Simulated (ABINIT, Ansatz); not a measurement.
**TiPbS3 (Pm-3m): zone-centre phonons**

Which modes does TiPbS3 (Pm-3m) have at the zone centre?

Program: ABINIT 10.8.3. Level of theory: DFT PBE, scalar-relativistic, plane waves, PseudoDojo norm-conserving pseudopotentials. Results are calculated unless marked as measured.

The structure was built from a prototype and need not be the compound's stable phase.

## 1. Starting point

The structure is cubic, space group Pm-3m (No. 221). Conventional cell: a = 4.770 Å, b = 4.770 Å, c = 4.770 Å, α = 90.00°, β = 90.00°, γ = 90.00°. Pb has 12 S at 3.37 Å nearest. Ti has 6 S at 2.38 Å nearest. S has 2 Ti at 2.38 Å nearest. Farther neighbours and most contacts between anions are not listed.

## 2. Relaxing the cell and atoms

The harmonic expansion needs vanishing forces, and a free crystal bears no stress, so cell and atoms are brought to rest. Stress is more sensitive to the basis than forces are: the last 3 Ha under the cutoff are smoothed with ecutsm, and the cutoff is raised above that of the later runs.

The starting cell comes from a relaxation made beforehand in Ansatz (PBE, PseudoDojo NC).

Input file relax.abi:

```
# relaxation
ionmov 2
optcell 2
dilatmx 1.08
ntime 40
tolmxf 1.0d-05
tolvrs 1.0d-14
prtwf 0
prtden 0
chksymtnons 0

# basis, mesh and filling
ecut 47.0
ecutsm 3.0
ngkpt 6 6 6
nshiftk 1
shiftk 0.0 0.0 0.0
istwfk *1
occopt 6
tsmear 0.01
nband 31
nstep 100
diemac 1000000.0
prtebands 0
prtgsr 0
useylm 1

# cell and atoms
acell 9.013952126 9.013952126 9.013952126
rprim 
    1.0 0.0 0.0
    0.0 1.0 0.0
    0.0 0.0 1.0
ntypat 3
znucl 82 22 16
natom 5
typat 1 2 3 3 3
xred 
    0.0 0.0 0.0
    0.5 0.5 0.5
    0.5 0.5 0.0
    0.5 0.0 0.5
    0.0 0.5 0.5
pp_dirpath "./pseudo"
pseudos "Pb.upf, Ti.upf, S.upf"
```

The run is started by

```console
> OMP_NUM_THREADS=1 mpirun -n 4 abinit relax.abi > relax.log
```

Numbers of over 12 decimals in the logs are rounded to 6 here.

relax.abo, the main output file:

```text
[banners, grids, parts of the stress and lines that vanish by symmetry left out]
- input  file    -> relax.abi
- output file    -> relax.abo
- root for input  files -> relaxi
[...]
Symmetries : space group Pm -3 m (#221); Bravais cP (primitive cubic)
[...]
mpw =       14328          nfft =      262144          nkpt =          20
[...]
== DATASET  1 ==================================================================
[...]
cutoff_energies: {ecut:  47.0, pawecutdg:  -1.0, }
[...]
ETOT  1  -162.29660003817    -1.623E+02 1.504E-01 2.516E+03
 ETOT  2  -151.93082677952     1.037E+01 1.162E-01 1.029E+05
 ETOT  3  -162.88468380753    -1.095E+01 2.168E-02 6.619E+01
 ETOT  4  -162.88905988104    -4.376E-03 1.626E-02 3.195E+01
 ETOT  5  -162.89069763203    -1.638E-03 2.173E-03 4.077E+00
[...]
At SCF step   16       vres2   =  2.26E-17 < tolvrs=  1.00E-14 =>converged.
[...]
sigma(1 1)= -2.86204993E-06  sigma(3 2)=  0.00000000E+00
  sigma(2 2)= -2.86204993E-06  sigma(3 1)=  0.00000000E+00
  sigma(3 3)= -2.86204993E-06  sigma(2 1)=  0.00000000E+00
[...]
convergence: {deltae: -2.018E-12, res2:  2.257E-17, residm:  1.497E-04, diffor: null, }
etotal    :  -1.62891098E+02
[...]
ETOT  1  -162.89106444738    -1.629E+02 1.136E-04 3.635E-01
[...]
At SCF step   11       vres2   =  4.25E-15 < tolvrs=  1.00E-14 =>converged.
[...]
sigma(1 1)= -2.18006894E-06  sigma(3 2)=  0.00000000E+00
  sigma(2 2)= -2.18006894E-06  sigma(3 1)=  0.00000000E+00
  sigma(3 3)= -2.18006894E-06  sigma(2 1)=  0.00000000E+00
[...]
convergence: {deltae: -5.684E-12, res2:  4.247E-15, residm:  3.989E-05, diffor: null, }
etotal    :  -1.62891099E+02
[...]
ETOT  1  -162.89075150892    -1.629E+02 3.556E-05 3.696E+00
[...]
ETOT 11  -162.89109931806    -5.997E-12 1.662E-05 4.524E-14
 ETOT 12  -162.89109931806     5.656E-12 1.749E-05 2.564E-15
 At SCF step   12       vres2   =  2.56E-15 < tolvrs=  1.00E-14 =>converged.
[...]
sigma(1 1)= -3.01619052E-09  sigma(3 2)=  0.00000000E+00
  sigma(2 2)= -3.01619052E-09  sigma(3 1)=  0.00000000E+00
  sigma(3 3)= -3.01619054E-09  sigma(2 1)=  0.00000000E+00
[...]
convergence: {deltae:  5.656E-12, res2:  2.564E-15, residm:  1.749E-05, diffor: null, }
etotal    :  -1.62891099E+02
[...]
At Broyd/MD step   3, gradients are converged :
[...]
sigma(1 1)= -3.01619052E-09  sigma(3 2)=  0.00000000E+00
  sigma(2 2)= -3.01619052E-09  sigma(3 1)=  0.00000000E+00
  sigma(3 3)= -3.01619054E-09  sigma(2 1)=  0.00000000E+00
[...]
- sigma(1 1)= -8.87393888E-05  sigma(3 2)=  0.00000000E+00
- sigma(2 2)= -8.87393888E-05  sigma(3 1)=  0.00000000E+00
- sigma(3 3)= -8.87393895E-05  sigma(2 1)=  0.00000000E+00
[...]
fcart     -0.0000000000E+00 -0.0000000000E+00 -0.0000000000E+00
           strten     -3.0161905196E-09 -3.0161905187E-09 -3.0161905421E-09
================================================================================

[key lines of the parts left out:]
pressure_GPa:   8.8739E-05
Total energy (etotal) [Ha]= -1.62891099318058E+02
```

Elapsed: 3.5 min, on 4 MPI ranks of Intel Xeon 6975P-C (Granite Rapids), shared host; 14 min of CPU time.

Little changed from the start: no atom moved by 0.005 Å and no cell edge by 0.1 %.

Numbers from this step:

| Property | Result |
| --- | --- |
| volume per atom | 21.73 Å³ |
| pressure | 8.87e-5 GPa |
| gap on the k-mesh | 0 eV |

## 3. Self-consistent run for the response

First-order wavefunctions inherit every error of the ground state, hence the very tight tolvrs. Occupations are smeared.

Input file gs.abi:

```
# ground state
tolvrs 1.0d-16
prtden 1
prtwf 1

# basis, mesh and filling
ecut 38.0
ngkpt 6 6 6
nshiftk 1
shiftk 0.0 0.0 0.0
istwfk *1
occopt 6
tsmear 0.01
nband 31
nstep 100
diemac 1000000.0
prtebands 0
prtgsr 0
useylm 1

# cell and atoms
acell 9.017202822 9.017202822 9.017202822
rprim 
    1.0 0.0 0.0
    0.0 1.0 0.0
    0.0 0.0 1.0
ntypat 3
znucl 82 22 16
natom 5
typat 1 2 3 3 3
xred 
    0.0 0.0 0.0
    0.5 0.5 0.5
    0.5 0.5 0.0
    0.5 0.0 0.5
    0.0 0.5 0.5
pp_dirpath "./pseudo"
pseudos "Pb.upf, Ti.upf, S.upf"
```

The run is started by

```console
> OMP_NUM_THREADS=1 mpirun -n 4 abinit gs.abi > gs.log
```

gs.abo, the main output file:

```text
[banners, grids, parts of the stress and lines that vanish by symmetry left out]
- input  file    -> gs.abi
- output file    -> gs.abo
- root for input  files -> gsi
[...]
Symmetries : space group Pm -3 m (#221); Bravais cP (primitive cubic)
[...]
mpw =        8260          nfft =      157464          nkpt =          20
[...]
== DATASET  1 ==================================================================
[...]
cutoff_energies: {ecut:  38.0, pawecutdg:  -1.0, }
[...]
ETOT  1  -162.30571459914    -1.623E+02 1.314E-01 1.450E+03
 ETOT  2  -152.04396683871     1.026E+01 1.959E-01 6.125E+04
 ETOT  3  -162.88451867035    -1.084E+01 1.794E-02 4.621E+01
 ETOT  4  -162.88885689110    -4.338E-03 1.265E-02 2.062E+01
 ETOT  5  -162.89056003822    -1.703E-03 5.470E-03 2.895E+00
[...]
ETOT 15  -162.89103290532     1.532E-11 2.020E-04 2.934E-15
 ETOT 16  -162.89103290531     8.896E-12 9.332E-05 7.268E-18
 At SCF step   16       vres2   =  7.27E-18 < tolvrs=  1.00E-16 =>converged.
[...]
sigma(1 1)=  1.10894599E-06  sigma(3 2)=  0.00000000E+00
  sigma(2 2)=  1.10894599E-06  sigma(3 1)=  0.00000000E+00
  sigma(3 3)=  1.10894599E-06  sigma(2 1)=  0.00000000E+00
[...]
convergence: {deltae:  8.896E-12, res2:  7.268E-18, residm:  9.332E-05, diffor: null, }
etotal    :  -1.62891033E+02
[...]
sigma(1 1)=  1.10894599E-06  sigma(3 2)=  0.00000000E+00
  sigma(2 2)=  1.10894599E-06  sigma(3 1)=  0.00000000E+00
  sigma(3 3)=  1.10894599E-06  sigma(2 1)=  0.00000000E+00
[...]
- sigma(1 1)=  3.26263173E-02  sigma(3 2)=  0.00000000E+00
- sigma(2 2)=  3.26263173E-02  sigma(3 1)=  0.00000000E+00
- sigma(3 3)=  3.26263173E-02  sigma(2 1)=  0.00000000E+00
[...]
fcart     -0.0000000000E+00 -0.0000000000E+00 -0.0000000000E+00
           strten      1.1089459853E-06  1.1089459853E-06  1.1089459853E-06
================================================================================

[key lines of the parts left out:]
pressure_GPa:  -3.2626E-02
```

The job ended after 64 s (4 MPI ranks; 4.3 min of CPU time).

Numbers from this step:

| Quantity | Value |
| --- | --- |
| pressure | -0.03263 GPa |

The cell stands at -0.033 GPa, close enough for phonons.

(Continued in part 2 of 4.)

[Host names and launcher messages were left out of these logs when they were recorded.]

[Logs are printed without paths, hosts, clocks, repeated set-up lines and the standing remarks that a program may print on its own settings, such as how far it seeks lower states.]

[Hosts, paths, dates, database ids (printed as entryN), source tags and the programs' standing remarks are cut or masked in the printed files.]
